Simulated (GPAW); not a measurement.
# Screening of a field by Si/Ta(100), part 2 of 2

Aim: the dipole that a field along the normal induces in Si/Ta(100).

GPAW 26.7.0; GPAW, PAW setups; slab in vacuum, relaxation (the session's first sound run).

So far, upper work function (eV): step 2 (relaxing the atoms) 4.75; step 3 (the slab's potential) 4.75.

**5. Field on**

Contents of run.py:

```python
import json
import numpy as np
from ase import Atoms
from gpaw import GPAW, PW
from gpaw.external import ConstantElectricField

slab = Atoms(
    ['Ta', 'Ta', 'Ta', 'Ta', 'Ta', 'Si'],
    positions=[
        [0.00000, 0.00000, 7.00000],
        [1.65500, 1.65500, 8.65500],
        [0.00000, 0.00000, 10.31000],
        [1.65500, 1.65500, 11.99658],
        [0.00000, 0.00000, 13.57315],
        [1.65500, -0.00000, 15.53742]],
    cell=[[3.31, 0.0, 0.0], [0.0, 3.31, 0.0], [0.0, 0.0, 23.06263]],
    pbc=[True, True, False])

slab.calc = GPAW(mode=PW(400), xc='PBE', kpts={'size': (10, 10, 1), 'gamma': True},
                 occupations={'name': 'fermi-dirac', 'width': 0.1}, nbands='200%',
                 convergence={'density': 1e-05}, maxiter=200,
                 poissonsolver={'dipolelayer': 'xy'},
                 external=ConstantElectricField(-0.1, [0, 0, 1]),
                 symmetry={'tolerance': 1e-3}, txt='slab.txt')
result = {}
energy = slab.get_potential_energy()
fermi = slab.calc.get_fermi_level()
v = slab.calc.get_electrostatic_potential().mean((0, 1)) - fermi
n = slab.calc.get_pseudo_density().mean((0, 1))
L = slab.cell[2, 2]
z = np.arange(len(v)) * L / len(v)
low, high = slab.positions[:, 2].min(), slab.positions[:, 2].max()
below, above = np.interp([low - 4.8, high + 4.8], z, v)
slopes = [np.interp(x, z, np.gradient(v, z)) for x in (low - 4.8, high + 4.8)]
eps = np.array([[slab.calc.get_eigenvalues(k, s) for k in range(len(slab.calc.get_ibz_k_points()))]
                for s in range(slab.calc.get_number_of_spins())]) - fermi
top, bottom = eps[eps < 0].max(), eps[eps > 0].min()
dipole = slab.get_dipole_moment()[2]
print(f'energy {energy:.4f} eV, Fermi level {fermi:.4f} eV, dipole {dipole:.5f} e A')
print(f'potential 4.8 A off the faces, from the Fermi level: lower {below:.4f} eV, upper {above:.4f} eV')
print(f'slope of the potential there: lower {slopes[0]:.5f}, upper {slopes[1]:.5f} eV/A')
print(f'nearest levels on the mesh: {top:.4f} and {bottom:.4f} eV')
print('magnetic moment', round(slab.get_magnetic_moment(), 3))
result.update(energy=energy, fermi=fermi, dipole=dipole, below=below, above=above, slopes=slopes, edges=[top, bottom],
              z=z.tolist(), v=v.tolist(), n=n.tolist(), positions=slab.positions.tolist(),
              forces=slab.get_forces(apply_constraint=False).tolist(), moments=slab.get_magnetic_moments().tolist())
json.dump(result, open('result.json', 'w'))
```

Run with:

```console
> OMP_NUM_THREADS=1 OPENBLAS_NUM_THREADS=1 python run.py
```

Output:

```text
energy -50.7043 eV, Fermi level 2.4043 eV, dipole -0.12221 e A
potential 4.8 A off the faces, from the Fermi level: lower 3.2796 eV, upper 5.2991 eV
slope of the potential there: lower -0.00295, upper 0.00049 eV/A
nearest levels on the mesh: -0.0008 and 0.0013 eV
magnetic moment 0.0
```

Elapsed: 8.9 min, on 1 thread of Arm Neoverse V1, shared host; peak memory 0.54 GiB.

This step gave:

- dipole along the normal: -0.1222 e·Å
- levels nearest the Fermi level on the mesh: -7.65e-4, 0.001318 eV from the Fermi level
- potential below the slab, the applied field's own ramp left out: 3.280 eV from the Fermi level
- potential above the slab, the applied field's own ramp left out: 5.299 eV from the Fermi level

The electrostatic potential energy of an electron (without an applied field's), less the Fermi level, planar mean oscillates, so the rows of the table below give means over windows of 1.71 Å about each position, cut where the curve ends. Its maxima inside the range that stand out by 2 % of the span (Å: eV): 7.8: -7.32, 9.5: -7.12, 11.2: -6.52, 12.8: -7.89, 14.6: -1.11, 22.5: 5.30. Its minima: 7.0: -18.0, 8.6: -17.5, 10.4: -17.2, 12.0: -17.0, 13.6: -17.4, 15.5: -9.86.

Table of electrostatic potential energy of an electron (without an applied field's), less the Fermi level, planar mean by z; means over each step:

```csv
z (Å),"electrostatic potential energy of an electron (without an applied field's), less the Fermi level, planar mean (eV)"
0.85,3.39
2.56,3.28
4.28,3.07
5.98,-3.58
7.70,-12.5
9.41,-12.2
11.12,-11.6
12.82,-12.8
14.54,-6.00
16.25,-1.62
17.96,5.16
19.66,5.30
21.38,5.30
```

Force by atom:

```
atom  x (eV/Å)  y (eV/Å)  z (eV/Å)  size
 Ta1      0.00      0.00      1.32  1.32
 Ta2      0.00      0.00     -1.39  1.39
 Ta3      0.00      0.00      0.08  0.08
 Ta4      0.00      0.00     -0.01  0.01
 Ta5      0.00      0.00     -0.04  0.04
 Si6      0.00      0.00      0.03  0.03
```

The dipole is now -0.122 e Å, against -0.048 in the run without a field.

**6. Field on**

run.py: that of step 5 with these lines changed.

```diff
@@ -22,3 +22,3 @@
                  poissonsolver={'dipolelayer': 'xy'},
-                 external=ConstantElectricField(-0.1, [0, 0, 1]),
+                 external=ConstantElectricField(-0.05, [0, 0, 1]),
                  symmetry={'tolerance': 1e-3}, txt='slab.txt')
```

Output:

```text
energy -50.6992 eV, Fermi level 2.3894 eV, dipole -0.08491 e A
potential 4.8 A off the faces, from the Fermi level: lower 3.6195 eV, upper 5.0230 eV
slope of the potential there: lower -0.00327, upper 0.00044 eV/A
nearest levels on the mesh: -0.0010 and 0.0008 eV
magnetic moment 0.0
```

Wall time 7.7 min (1 thread); peak memory 0.54 GiB.

**7. Field on**

run.py: that of step 6 with these lines changed.

```diff
@@ -22,3 +22,3 @@
                  poissonsolver={'dipolelayer': 'xy'},
-                 external=ConstantElectricField(-0.05, [0, 0, 1]),
+                 external=ConstantElectricField(0.05, [0, 0, 1]),
                  symmetry={'tolerance': 1e-3}, txt='slab.txt')
```

Output:

```text
energy -50.6947 eV, Fermi level 2.3588 eV, dipole -0.01028 e A
potential 4.8 A off the faces, from the Fermi level: lower 4.3011 eV, upper 4.4725 eV
slope of the potential there: lower -0.00404, upper 0.00037 eV/A
nearest levels on the mesh: -0.0021 and 0.0041 eV
magnetic moment 0.0
```

The job ended after 7.7 min (1 thread; peak memory 0.55 GiB).

**8. In a field**

run.py: that of step 7 with these lines changed.

```diff
@@ -22,3 +22,3 @@
                  poissonsolver={'dipolelayer': 'xy'},
-                 external=ConstantElectricField(0.05, [0, 0, 1]),
+                 external=ConstantElectricField(0.1, [0, 0, 1]),
                  symmetry={'tolerance': 1e-3}, txt='slab.txt')
```

Output:

```text
energy -50.6952 eV, Fermi level 2.3430 eV, dipole 0.02707 e A
potential 4.8 A off the faces, from the Fermi level: lower 4.6435 eV, upper 4.1982 eV
slope of the potential there: lower -0.00449, upper 0.00034 eV/A
nearest levels on the mesh: -0.0021 and 0.0058 eV
magnetic moment 0.0
```

Wall time 6.7 min (1 thread); peak memory 0.54 GiB.

The dipole is now 0.0271 e Å, against -0.048 in the run without a field.

**9. In a field**

run.py: that of step 8 with these lines changed.

```diff
@@ -22,3 +22,3 @@
                  poissonsolver={'dipolelayer': 'xy'},
-                 external=ConstantElectricField(0.1, [0, 0, 1]),
+                 external=ConstantElectricField(0.2, [0, 0, 1]),
                  symmetry={'tolerance': 1e-3}, txt='slab.txt')
```

Output:

```text
energy -50.7018 eV, Fermi level 2.3105 eV, dipole 0.10185 e A
potential 4.8 A off the faces, from the Fermi level: lower 5.3309 eV, upper 3.6512 eV
slope of the potential there: lower -0.00558, upper 0.00029 eV/A
nearest levels on the mesh: -0.0001 and 0.0089 eV
magnetic moment 0.0
```

Elapsed: 7 min, on 1 thread; peak memory 0.54 GiB.

The electrostatic potential energy of an electron (without an applied field's), less the Fermi level, planar mean oscillates, so the rows of the table below give means over windows of 1.71 Å about each position, cut where the curve ends. Its maxima inside the range that stand out by 2 % of the span (Å: eV): 0.5: 5.33, 7.8: -6.20, 9.5: -6.52, 11.1: -6.40, 12.8: -8.28, 14.6: -2.05. Its minima: 7.0: -16.7, 8.6: -16.7, 10.4: -16.9, 12.0: -17.1, 13.6: -18.0, 15.6: -11.1.

Electrostatic potential energy of an electron (without an applied field's), less the Fermi level, planar mean against z; means over each step:

```csv
z (Å),"electrostatic potential energy of an electron (without an applied field's), less the Fermi level, planar mean (eV)"
0.85,5.24
2.56,5.32
4.28,5.07
5.98,-1.90
7.70,-11.4
9.41,-11.6
11.12,-11.5
12.82,-13.2
14.54,-6.91
16.25,-3.02
17.96,3.53
19.66,3.65
21.38,3.65
```

The dipole is now 0.102 e Å, against -0.048 in the run without a field.

**10. In a field**

run.py: that of step 9 with these lines changed.

```diff
@@ -22,3 +22,3 @@
                  poissonsolver={'dipolelayer': 'xy'},
-                 external=ConstantElectricField(0.2, [0, 0, 1]),
+                 external=ConstantElectricField(0.3, [0, 0, 1]),
                  symmetry={'tolerance': 1e-3}, txt='slab.txt')
```

Output:

```text
energy -50.7160 eV, Fermi level 2.2768 eV, dipole 0.17673 e A
potential 4.8 A off the faces, from the Fermi level: lower 6.0222 eV, upper 3.1064 eV
slope of the potential there: lower -0.00697, upper 0.00026 eV/A
nearest levels on the mesh: -0.0025 and 0.0047 eV
magnetic moment 0.0
```

Wall time 7.4 min (1 thread); peak memory 0.55 GiB.

The electrostatic potential energy of an electron (without an applied field's), less the Fermi level, planar mean oscillates, so the rows of the table below give means over windows of 1.71 Å about each position, cut where the curve ends. Its maxima inside the range that stand out by 2 % of the span (Å: eV): 0.5: 6.03, 7.8: -5.83, 9.5: -6.31, 11.1: -6.36, 12.8: -8.41, 14.6: -2.36. Its minima: 7.0: -16.2, 8.6: -16.4, 10.4: -16.8, 12.0: -17.2, 13.6: -18.2, 15.6: -11.5.

Table of electrostatic potential energy of an electron (without an applied field's), less the Fermi level, planar mean by z; means over each step:

z (Å), electrostatic potential energy of an electron (without an applied field's), less the Fermi level, planar mean (eV) and a bar from the least value:
```
     0.85        5.9 ##############################
     2.56        6.0 ##############################
     4.28        5.7 ##############################
     5.98       -1.3 ###################
     7.70      -11.0 ####
     9.41      -11.4 ###
    11.12      -11.5 ###
    12.82      -13.3 
    14.54       -7.2 #########
    16.25       -3.5 ###############
    17.96        3.0 #########################
    19.66        3.1 #########################
    21.38        3.1 #########################
```

The dipole is now 0.177 e Å, against -0.048 in the run without a field.

**11. The series**

The members are put on one axis.

This step: induced dipole against applied field (GPAW 26.7.0).

Dipole along the normal against field:

| field (V/Å) | dipole along the normal (e·Å) |
| --- | --- |
| -0.200 | -0.197 |
| -0.100 | -0.122 |
| -0.050 | -0.0849 |
| 0.000 | -0.0477 |
| 0.050 | -0.0103 |
| 0.100 | 0.0271 |
| 0.200 | 0.102 |
| 0.300 | 0.177 |

**12. A changed run**

One more run, with changed settings.

This step: GPAW, PAW setups; slab in vacuum (GPAW 26.7.0).

run.py: that of step 10 with these lines changed.

```diff
@@ -4,3 +4,2 @@
 from gpaw import GPAW, PW
-from gpaw.external import ConstantElectricField
 
@@ -20,5 +19,4 @@
                  occupations={'name': 'fermi-dirac', 'width': 0.1}, nbands='200%',
-                 convergence={'density': 1e-05}, maxiter=200,
+                 convergence={'density': 1e-05}, maxiter=50,
                  poissonsolver={'dipolelayer': 'xy'},
-                 external=ConstantElectricField(0.3, [0, 0, 1]),
                  symmetry={'tolerance': 1e-3}, txt='slab.txt')
@@ -32,4 +30,4 @@
 low, high = slab.positions[:, 2].min(), slab.positions[:, 2].max()
-below, above = np.interp([low - 4.8, high + 4.8], z, v)
-slopes = [np.interp(x, z, np.gradient(v, z)) for x in (low - 4.8, high + 4.8)]
+below, above = np.interp([low - 1.0, high + 1.0], z, v)
+slopes = [np.interp(x, z, np.gradient(v, z)) for x in (low - 1.0, high + 1.0)]
 eps = np.array([[slab.calc.get_eigenvalues(k, s) for k in range(len(slab.calc.get_ibz_k_points()))]
@@ -39,3 +37,3 @@
 print(f'energy {energy:.4f} eV, Fermi level {fermi:.4f} eV, dipole {dipole:.5f} e A')
-print(f'potential 4.8 A off the faces, from the Fermi level: lower {below:.4f} eV, upper {above:.4f} eV')
+print(f'potential 1.0 A off the faces, from the Fermi level: lower {below:.4f} eV, upper {above:.4f} eV')
 print(f'slope of the potential there: lower {slopes[0]:.5f}, upper {slopes[1]:.5f} eV/A')
```

Output:

```text
energy -50.6960 eV, Fermi level 2.3742 eV, dipole -0.04770 e A
potential 1.0 A off the faces, from the Fermi level: lower -0.8935 eV, upper 2.1292 eV
slope of the potential there: lower -9.94623, upper 6.62260 eV/A
nearest levels on the mesh: -0.0020 and 0.0025 eV
magnetic moment 0.0
```

Wall time 6.5 min (1 thread); peak memory 0.4 GiB.

The run finished. A setting was moved off its sound value on purpose, so it serves as a test and not as the result.

The fault put into the input: the potential probed 1 A off the face (probe = 1.0).

**13. Outcome**

```yaml
work_function_upper_and_lower_face: 4.747 and 3.960 eV
dipole_along_the_normal: -0.0477 e Å
induced_dipole_per_field: 0.747 e Å per V/Å
out_of_plane_polarisability_per_area_alpha_eps_0_a: 12.3 Å
```

In words: The field induces 0.747 e Å per V/Å, a polarisable thickness α/(ε0 A) of 12.3 Å beside 8.54 Å between the outermost nuclei. A perfect conductor would give the distance between its two image planes; a dielectric of thickness t gives t(1 - 1/ε). The two faces differ by 0.79 eV, the step that the slab's dipole makes (e p/(ε0 A) gives 0.79 eV), so the dipole layer is needed. The induced dipole is linear in the field over this range. The cell of 11.0 Å² holds one Si, started on one chosen site; other sites and coverages weren't tried. The in-plane lattice was kept as typed, which isn't the functional's own and leaves some strain; spin-orbit coupling and temperature are left out.

[Logs are printed without paths, hosts, clocks, repeated set-up lines and the standing remarks that a program may print on its own settings, such as how far it seeks lower states.]

[Hosts, paths, dates, database ids (printed as entryN), source tags and the programs' standing remarks are cut or masked in the printed files.]
